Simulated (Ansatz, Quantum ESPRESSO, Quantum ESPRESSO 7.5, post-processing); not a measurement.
# Work function of relaxed Zn(0001) under two functionals

How much does the work function of Zn(0001) depend on the functional?

Calculated with Quantum ESPRESSO 7.5; plane-wave DFT, PBE, GBRV ultrasoft pseudopotentials (geometry and cross-check by Ansatz 0.2.0 with PAW datasets; geometry under PBE).

The experiments to compare with:

“Anisotropic work function of elemental crystals” (2019, arxiv:1902.07811) quotes from earlier work for Zn (polycrystalline sample, no single face): work function, loosely compared (polycrystalline sample, no single face) 4.33 eV.

This is a report of a sequence of runs, with most program output left out.

## (1) The structure

The cell holds 6 atoms: 6 Zn. Cell: a = 2.660 Å, b = 2.660 Å, c = 28.342 Å, α = 90.0°, β = 90.0°, γ = 60.0°. It derives from Zn. Vacuum lies along c.

## (2) Relaxation with Ansatz of (0001)

A relaxation in Ansatz fixes the structure of this slab for the runs on it.

The input, input.yaml:

```yaml
crystal:
  lattice:
    - [2.66, 0.0, 0.0]
    - [1.33, 2.3036275741, 0.0]
    - [0.0, 0.0, 28.3424]
  atoms:
    - { symbol: Zn, position: [0.6666666667, 0.6666666667, 0.2822626171] }
    - { symbol: Zn, position: [0.0, 0.0, 0.3693575703] }
    - { symbol: Zn, position: [0.6666666667, 0.6666666667, 0.4564525234] }
    - { symbol: Zn, position: [0.0, 0.0, 0.5435474766] }
    - { symbol: Zn, position: [0.6666666667, 0.6666666667, 0.6306424297] }
    - { symbol: Zn, position: [0.0, 0.0, 0.7177373829] }
kpoints:
  mp_grid: { grid: [12, 12, 1] }
hamiltonian:
  xc: pbe
scf:
  occupations: { method: fermi_dirac, width: 0.1 }
  convergence: { dr2_threshold: 1.0e-08 }
efield:
  axis: 3
  dipole_correction: true
  ramp_position: 0.97
  ramp_width: 0.04
relax:
  f_tol: 0.01
  constraints: [{ sites: [2, 3] }]
output:
  write_potential: true
  write_density: true
  volumetric_format: npy
```

Started as:

```
ansatz run input.yaml --threads 4 --pin off --max-ram 8192MiB --backend cpu --events-out ev --progress --plain --runs-dir out
```

Wall time 12 s (4 threads of Arm Neoverse V2, shared host); peak memory 0.49 GiB; 44 s of CPU time.

Step by step:

```
step  energy less that of the first step (eV)  largest force component (eV/Å)
   1                                   0.0000                          0.0687
   2                                  -0.0056                          0.0160
   3                                  -0.0069                          0.0024
```

The atoms that moved most (Å):

```
atom     dx     dy      dz  length
 Zn6  0.000  0.000   0.121   0.121
 Zn1  0.000  0.000  -0.121   0.121
 Zn5  0.000  0.000   0.065   0.065
 Zn2  0.000  0.000  -0.065   0.065
```

The relaxed structure:

```xyz
6
Lattice="2.6600 0.0000 0.0000 1.3300 2.3036 0.0000 0.0000 0.0000 28.3424" Properties=species:S:1:pos:R:3
Zn    2.6600    1.5358    7.8793
Zn    0.0000    0.0000   10.4039
Zn    2.6600    1.5358   12.9370
Zn    0.0000    0.0000   15.4054
Zn    2.6600    1.5358   17.9385
Zn    0.0000    0.0000   20.4631
```

The relaxation lowers the energy by 1 meV an atom. Held were the atoms numbered 3 and 4; the forces quoted are those on the free ones.

Numbers from this step:

* free energy: -19913.9671 eV
* energy at zero smearing: -19913.9443 eV
* smearing term TS: 0.04552 eV
* Fermi energy: 3.939 eV
* symmetry operations: 6
* work function of the upper face: 4.044 eV
* work function of the lower face: 4.044 eV
* dipole along the normal: 2.41e-6 e·Å

## (3) Self-consistent run of (0001), PBE

Both faces of the slab are alike, so a plain periodic cell serves and symmetry is kept.

Level of this step: plane-wave DFT, PBE, GBRV ultrasoft pseudopotentials (Quantum ESPRESSO 7.5).

The input, 0001.pbe.in:

```
&control
  prefix = '0001.pbe'
  outdir = './out'
  pseudo_dir = './pseudo'
  calculation = 'scf'
  tprnfor = .true.
/
&system
  ibrav = 0
  nat = 6
  ntyp = 1
  ecutwfc = 40
  ecutrho = 200
  occupations = 'smearing'
  smearing = 'mv'
  degauss = 0.02
/
&electrons
  conv_thr = 1e-07
  mixing_beta = 0.4
  electron_maxstep = 120
  mixing_mode = 'local-TF'
/
ATOMIC_SPECIES
  Zn  65.3800  zn_pbe_v1.uspp.F.UPF
CELL_PARAMETERS angstrom
  2.66000000001928 0.00000000000000 0.00000000000000
  1.33000000000964 2.30362757408330 0.00000000000000
  0.00000000000000 0.00000000000000 28.34240000000000
ATOMIC_POSITIONS crystal
  Zn  0.666666666667 0.666666666667 0.278005364190
  Zn  -0.000000000000 0.000000000000 0.367078525345
  Zn  0.666666666667 0.666666666667 0.456452523400
  Zn  0.000000000000 0.000000000000 0.543547476600
  Zn  0.666666666667 0.666666666667 0.632921475904
  Zn  0.000000000000 0.000000000000 0.721994639621
K_POINTS automatic
  12 12 1 0 0 0
```

Started as:

```
OMP_NUM_THREADS=1 mpirun -n 4 pw.x -nk 4 -in 0001.pbe.in > 0001.pbe.out
```

The job ended after 33 s (4 MPI ranks; peak memory 0.56 GiB; 2.2 min of CPU time).

Read from the output:

- free energy: -37678.2464 eV
- Fermi energy: 5.268 eV

## (4) Potential by pp.x of (0001)

The vacuum level is read from the electrostatic potential (plot_num = 11), averaged over planes.

The input, 0001.pbe.pot.in:

```
&inputpp
  prefix = '0001.pbe'
  outdir = './out'
  filplot = '0001.pbe.pot.dat'
  plot_num = 11
/
```

Started as:

```
OMP_NUM_THREADS=1 mpirun -n 4 pp.x -in 0001.pbe.pot.in > 0001.pbe.pot.out
```

It took 0.81 s on 4 MPI ranks; peak memory 0.09 GiB.

Numbers from this step:

* work function of the upper face: 4.022 eV
* slope of the potential above: 3.38e-4 eV/Å
* upper vacuum line continued to the top atoms, over the Fermi level: 4.020 eV
* work function of the lower face: 4.022 eV
* slope of the potential below: -2.46e-4 eV/Å
* lower vacuum line continued to the bottom atoms, over the Fermi level: 4.020 eV

The potential energy, planar mean oscillates, so the rows of the table below give means over windows of 2.57 Å about each position, cut where the curve ends. Its maxima inside the range that stand out by 2 % of the span (Å: eV): 9.1: 0.756, 11.7: 0.755, 14.2: 0.422, 16.7: 0.755, 19.2: 0.756. Its minima: 7.9: -15.1, 10.4: -15.4, 12.9: -15.5, 15.4: -15.5, 18.0: -15.4, 20.4: -15.1.

Electrostatic potential energy of an electron; zero at the Fermi level. Table of potential energy, planar mean by z; means over each step:

```csv
z (Å),"potential energy, planar mean (eV)"
1.28,4.02
3.85,4.01
6.42,0.0747
8.99,-6.57
11.56,-6.64
14.13,-7.12
16.70,-6.64
19.27,-6.58
21.84,-0.449
24.41,4.01
26.98,4.02
```

## (5) Ground state of (0001), LDA

The same atoms under a second functional.

Level of this step: plane-wave DFT, LDA, GBRV ultrasoft pseudopotentials (Quantum ESPRESSO 7.5).

0001.lda.in, as its differences from the input of step 3:

```diff
@@ -1,3 +1,3 @@
 &control
-  prefix = '0001.pbe'
+  prefix = '0001.lda'
   outdir = './out'
@@ -24,3 +24,3 @@
 ATOMIC_SPECIES
-  Zn  65.3800  zn_pbe_v1.uspp.F.UPF
+  Zn  65.3800  zn_lda_v1.uspp.F.UPF
 CELL_PARAMETERS angstrom
```

Started as:

```
OMP_NUM_THREADS=1 mpirun -n 4 pw.x -nk 4 -in 0001.lda.in > 0001.lda.out
```

Elapsed: 43 s, on 4 MPI ranks; peak memory 0.56 GiB.

This step gave:

```
free energy  : -37652.2005 eV
Fermi energy : 4.913 eV
```

## (6) Electrostatic potential of (0001)

The input, 0001.lda.pot.in:

```
&inputpp
  prefix = '0001.lda'
  outdir = './out'
  filplot = '0001.lda.pot.dat'
  plot_num = 11
/
```

Started as:

```
OMP_NUM_THREADS=1 mpirun -n 4 pp.x -in 0001.lda.pot.in > 0001.lda.pot.out
```

It took 0.8 s on 4 MPI ranks; peak memory 0.1 GiB; 2.7 s of CPU time.

Read from the output:

```
work function of the upper face                                       : 4.332 eV
slope of the potential above                                          : 2.48e-4 eV/Å
upper vacuum line continued to the top atoms, over the Fermi level    : 4.331 eV
work function of the lower face                                       : 4.332 eV
slope of the potential below                                          : -1.81e-4 eV/Å
lower vacuum line continued to the bottom atoms, over the Fermi level : 4.331 eV
```

On (0001) the work function under LDA lies +0.31 eV from PBE's.

## (7) The series side by side

All levels:

```csv
level,work function (eV),"Ansatz, PBE (eV)",CPU time (s)
"(0001), PBE",4.022,4.044,131.4
"(0001), LDA",4.332,-,170.5
```

## (8) By hand

For (0001) under PBE, on the run's own zero: φ = 9.290 − (5.268) = 4.022 eV.

## (9) What came out

* work function of (0001), PBE: 4.02 eV
* work function of (0001), LDA: 4.33 eV

In words: Under PBE the work function is 4.02 eV on (0001). LDA lies +0.31 eV from PBE on the same atoms. The top two spacings change by +2.3 and +2.6 % on (0001). Ansatz, with Fermi-Dirac smearing and its own datasets, agrees within 0.02 eV under PBE. The slabs are thin and unreconstructed, at the tabulated lattice constant; thickness and mesh leave some 0.05 to 0.1 eV open.

Comparison with the measured values:

| quantity | measured | (0001), PBE |
| --- | --- | --- |
| work function, loosely compared (polycrystalline sample, no single face) (eV) | 4.33 | 4.02 (-0.31 eV) |

Measured values from arxiv:1902.07811 (2019).

Verdict: The work function, set beside that of the polycrystal, is off by -0.31 eV. A polycrystal averages over faces, so this is a loose comparison.

[Logs are printed without paths, hosts, clocks, repeated set-up lines and the standing remarks that a program may print on its own settings, such as how far it seeks lower states.]

[Hosts, paths, dates, database ids (printed as entryN), source tags and the programs' standing remarks are cut or masked in the printed files.]

[Maps of the electrostatic potential energy from Ansatz leave out the sawtooth potential of an applied field or a dipole correction, so their vacuum need not be flat; planar profiles and work functions include it.]
